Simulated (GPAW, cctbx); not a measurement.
## How far are the atoms of ZnCdSe4 from free atoms?

Aim: compute the bonding part of the density of ZnCdSe4, find which reflections carry it, and see how it biases an ordinary refinement.

The start was made by putting kin elements into a known structure type; the compound need not exist, or be stable, in this form. All numbers below are calculated.

## 1. Find the equilibrium geometry

The density hangs on the geometry, so cell and atoms are relaxed first, with the symmetry held. The cutoff is set higher than for the density because stress converges slowly with plane waves.

Settings: GPAW 26.7.0, PBE, 570 eV, 4×4×4 k-points, Fermi–Dirac width 0.05 eV, BFGS to 0.03 eV/Å.

```text
cell
1.0
     0.000000000    0.000000000    4.328000000
    -5.850500000    5.850500000    2.164000000
    -5.850500000   -5.850500000    2.164000000
Cd Se Zn
1 4 1
Direct
0.750000000 0.500000000 0.500000000
0.157200000 0.987200000 0.281000000
0.561800000 0.281000000 0.012800000
0.425400000 0.012800000 0.719000000
0.855600000 0.719000000 0.987200000
0.000000000 0.000000000 0.000000000
```

```console
$ OMP_NUM_THREADS=1 mpirun -n 4 gpaw python run.py > gpaw.log
```

```text
BFGS:    0      -10.138620        1.451341
BFGS:    1      -10.300911        1.412727
BFGS:    2      -11.356892        1.138434
BFGS:    3      -11.996258        1.356387
...
BFGS:   38      -16.080419        0.103482
BFGS:   39      -16.081408        0.103820
BFGS:   40      -16.083818        0.099576
cell  4.9214 6.0152 6.0152  80.37 65.85 65.85
volume 148.270 A^3, largest force 0.119 eV/A, largest stress 0.65 GPa
```

The cell moved far, while the k-mesh and basis were chosen for the start, so the final shape may be somewhat biased.

After 40 steps the volume has changed by -50.0 % and the energy by -5.945 eV; the largest stress left is 0.65 GPa. The run stopped at its step limit, short of the threshold (last value 0.100 eV/Å), so the geometry is not fully relaxed. It took 16 min on 4 cores of Arm Neoverse V1 (shared host), peak memory 1.7 GiB.

Relaxed structure: I-4 (no. 82), a = 7.7624 Å, b = 7.7624 Å, c = 4.9214 Å, α = 90.00°, β = 90.00°, γ = 90.00°.

```csv
atom,mult.,x,y,z
Cd1,2,1/2,0,3/4
Se1,8,0.6436,0.3151,0.8400
Zn1,2,0,0,0
```

## 2. Density and charge transfer

X-rays see the whole electron density, so the PAW density is rebuilt with its core regions. Subtracting spherical free atoms from the same code cancels the cores and leaves the deformation density Δρ, the part due to bonding.

Settings: PBE, 450 eV, 5×5×5 k-points, Fermi–Dirac width 0.05 eV; primitive cell of 6 atoms.

```console
$ OMP_NUM_THREADS=1 mpirun -n 4 gpaw python run.py > gpaw.log
```

```text
|iter:   1|       0s |  -16.484716 | -0.15 |       |
|iter:   2|       2s |  -16.383898 | -2.10 | -1.32 |
|iter:   3|       3s |  -16.013673 | -1.67 | -1.36 |
...
|iter:   7|       9s |  -16.000188c| -5.20 | -3.13 |
|iter:   8|      10s |  -16.000198c| -5.71 | -3.76 |
|iter:   9|      12s |  -16.000199c| -7.60c| -4.42c|
```

```text
gpts.py:43: UserWarning: Initial realspace grid (25,30,30) inconsistent with symmetries.
gpts.py:43: UserWarning: Initial realspace grid (25,30,30) inconsistent with symmetries.
gpts.py:43: UserWarning: Initial realspace grid (25,30,30) inconsistent with symmetries.
gpts.py:43: UserWarning: Initial realspace grid (25,30,30) inconsistent with symmetries.
gpts.py:70: UserWarning: Using symmetrized grid: (30,30,30).
gpts.py:70: UserWarning: Using symmetrized grid: (30,30,30).
gpts.py:70: UserWarning: Using symmetrized grid: (30,30,30).
gpts.py:70: UserWarning: Using symmetrized grid: (30,30,30).
grid (60, 60, 60)  electrons 214.000  moved by bonding 0.914 e
deformation density beyond 0.5 A of the nuclei: max 0.102, min -0.070 e/A^3
atom        x       y       z   Voronoi charge  moment
Cd1    0.2500  0.5000  0.5000      0.311       0.00
Se2    0.4837  0.6715  0.0413     -0.124       0.00
Se3    0.4751  0.0413  0.3285     -0.124       0.00
Se4    0.1964  0.3285  0.9587     -0.124       0.00
Se5    0.8448  0.9587  0.6715     -0.124       0.00
Zn6    0.0000  0.0000  0.0000      0.185       0.00
mean inner potential of superposed free atoms 14.108 V
total magnetic moment 0.000 muB
```

Deformation density in a plane through the shortest contact of the Se atom at the origin, in 0.01 e/Å³ (clipped at ±99); x from -1.6 to 4.1 Å, y from 2.4 down to -2.4 Å:

```text
 -4   0   .   .   1  -5  -2   0   0   0   0   0  -1  -1   .   1
 -3  -5  -3  -4  -6  -2  -1   0   0   0   1   1   0   .   .  -1
 -2  -2  -2   0   2   1   1   0   0   0   1   4   6   3  -2  -2
  0   0   3   6   6   3   1   1   0  -1   0   4   8   8   3   1
  0   1   3   5   3  -1   1   2   1  -3  -5  -4   0   4   3   1
  0   1   2   1   .  -3   1   7   3  -5  -3   .  -6  -3  -1   0
  1   1   2   1   .   .   4  10   5  -6   .   .  -4  -5  -2  -1
  1   1   2   3   .  -1   3   7   3  -5  -3   .  -4  -4  -2  -1
  0   1   1   1   0  -1   1   2   0  -3  -5  -5  -4  -2  -1  -1
  0   0   0   0   0   0   0   0  -1  -2  -2  -2  -1   0   0   0
  1   0   0   0   1   1   0   0  -1  -1  -1  -1   0   0   0   0
  0  -1   0   1   1   1   0   0   0   0  -1   0   0   0   0   0
 -6  -3   0   2   1   1   0   0   0   0   0   0   0   0   0  -1
```

Atoms in or within 0.15 Å of the plane: Se (0.0, 0.0), Zn (2.5, 0.0) Å. Dots mark points within about 0.45 Å of a nucleus; large values next to them are atomic features.

Se gains most (-0.12 e) and Cd loses most (+0.31 e); Se is the most electronegative element, but the order of the others doesn't follow electronegativity. Such charges fall far short of formal ones, since overlapping free atoms already put density on their neighbours. Along the shortest contact from the Se atom at the map's origin, Se–Zn at 2.47 Å, Δρ is +0.09 e/Å³ at the midpoint and highest, +0.10, 1.05 Å from Se (points within 0.5 Å of a nucleus left out): a bond charge, the mark of covalency, pulled towards Se. At the midpoints of other shortest contacts it is +0.06 (Cd–Se, 2.72 Å) and +0.03 (Se–Se, 3.01 Å) e/Å³. Point values carry grid noise of about 0.01 e/Å³. The run needed 9 iterations, 19 s.

## 3. From the density to structure factors

The Fourier components of Δρ, added to those of the free atoms, give the static X-ray structure factors; the Mott–Bethe relation turns them into the Fourier components V of the potential that fast electrons feel.

```text
static structure factors of the conventional cell: F in electrons, V (Mott-Bethe) in volts
   h  k  l      d  |F| table  |F| free   |F| DFT   change   |V| free  |V| DFT  change %
   1  1  0  5.4888    28.730    28.670    29.007    0.337     1.112    0.955    -14.1
   0  1  1  4.1564   110.907   110.966   110.968    0.002     3.036    3.032     -0.1
   0  2  0  3.8812    29.743    29.800    29.060   -0.740     0.401    0.573     42.9
   1  2  1  2.8367   212.979   212.985   213.096    0.111     5.408    5.395     -0.3
   2  1  1  2.8367   108.533   108.637   108.895    0.258     3.035    3.000     -1.2
   2  2  0  2.7444   164.970   164.839   164.347   -0.492     3.987    4.044      1.4
   0  0  2  2.4607   120.388   120.517   121.007    0.490     2.914    2.869     -1.6
   1  3  0  2.4547   200.112   200.296   200.099   -0.197     4.901    4.919      0.4
   3  1  0  2.4547    60.623    60.711    60.519   -0.191     1.420    1.437      1.3
   0  3  1  2.2902   170.407   170.226   169.959   -0.267     3.950    3.972      0.6
   1  1  2  2.2454   168.746   168.596   168.480   -0.116     3.880    3.888      0.2
   0  2  2  2.0782    43.172    43.137    43.067   -0.070     1.003    1.010      0.7
   2  3  1  1.9724   112.300   112.100   111.728   -0.371     2.361    2.383      0.9
   3  2  1  1.9724   109.050   109.004   109.022    0.018     2.323    2.322     -0.0
```

The largest X-ray change is -0.74 e on 020, 2.5 % of |F|. For electrons V goes as (Z − F)/g², so a change of F counts against Z − F, which is small at low angle and wherever the atoms' terms cancel: |V| of 020 moves by +42.9 % (0.40 to 0.57 V) against -2.5 % in |F|. The last three rows still change by up to 0.37 e; the table stops while the angles are still low. The tabulated Hartree–Fock atoms differ from the free DFT atoms by up to 0.20 e, so the choice of reference atom matters too.

## 4. Which functional?

The same geometry is run with other functionals, to see whether the bonding signal is larger than the spread between approximations. Free atoms are LDA for LDA and PBE otherwise. Any other changed setting is in the row's label.

| run | ΔF 020 (e) | ΔF 220 (e) | ΔF 002 (e) | q(Se) (e) | moved (e) | time |
| --- | --- | --- | --- | --- | --- | --- |
| PBE | -0.740 | -0.492 | +0.490 | -0.124 | 0.914 | 19 s |
| LDA | -0.680 | -0.501 | +0.441 | -0.113 | 0.853 | 18 s |
| RPBE | -0.781 | -0.478 | +0.513 | -0.133 | 0.990 | 19 s |

At the base's settings ΔF(020) spans -0.781 to -0.680 e, a spread of 14 % of the PBE value; over the three listed reflections the spread is at most 15 %, so sign and size hold across the functionals. Times are from shared hosts.

## 5. What a spherical-atom refinement makes of it

Routine crystallography fits spherical atoms. To see the bias, intensities are simulated from tabulated atoms plus the DFT change ΔF, so that bonding alone can misfit (9636 reflections of the full sphere, merged to the counts below, to 0.4 Å, 0.5 % proportional noise plus counting noise, assumed isotropic U as listed, Δρ smeared by the mean U) and refined with cctbx over different ranges.

```
                    range  data      R1  GooF  U Cd1 (true 0.0069)  U Se1 (true 0.0078)  U Zn1 (true 0.0082)  largest shift (Å)  Δρ max, min (e/Å³)
                 all data  2412  0.0056  0.93               0.0069               0.0078               0.0082             0.0000         0.26, -0.20
 low resolution, d > 0.84   256  0.0027  1.03               0.0068               0.0078               0.0081             0.0002         0.09, -0.07
     high order, d < 0.75  2053  0.0069  0.92               0.0069               0.0078               0.0082             0.0001         0.21, -0.20
occupancies free, d > 0.7   449  0.0029  0.97               0.0068               0.0078               0.0081             0.0001         0.11, -0.10
```

With all data GooF is 0.93, so at this noise the bonding hardly shows; the top residual peak, near noise level, lies 0.94 Å from Se and 1.86 Å from Cd. No U is off by more than 3 s.u. at low resolution. With Cd1 held at 1 and the scale free, the other occupancies refine to Se1 1.000(0.001) and Zn1 1.000(0.001), within three s.u. of full.

## 6. Answer

Bonding moves 0.91 e in the primitive cell of ZnCdSe4 and changes the structure factors of the conventional cell in the table above by at most 0.74 e (020, 2.5 %). The shortest bond, Se–Zn, has Δρ = +0.09 e/Å³ at its midpoint, a covalent bond charge. At the base's settings ΔF(020) spans -0.781 to -0.680 e, a spread of 14 % of the PBE value; over the three listed reflections the spread is at most 15 %, so sign and size hold across the functionals. With all data GooF is 0.93, so at this noise the bonding hardly shows. Limits: static density, frozen cores, no spin–orbit coupling; relaxation unfinished.

[Outputs are excerpts: Python notices, other lines and further rows are left out; steps that failed or that the build refused (PBEsol, TPSS) are not shown.]

[Logs are printed without paths, hosts, clocks, repeated set-up lines and the standing remarks that a program may print on its own settings, such as how far it seeks lower states.]
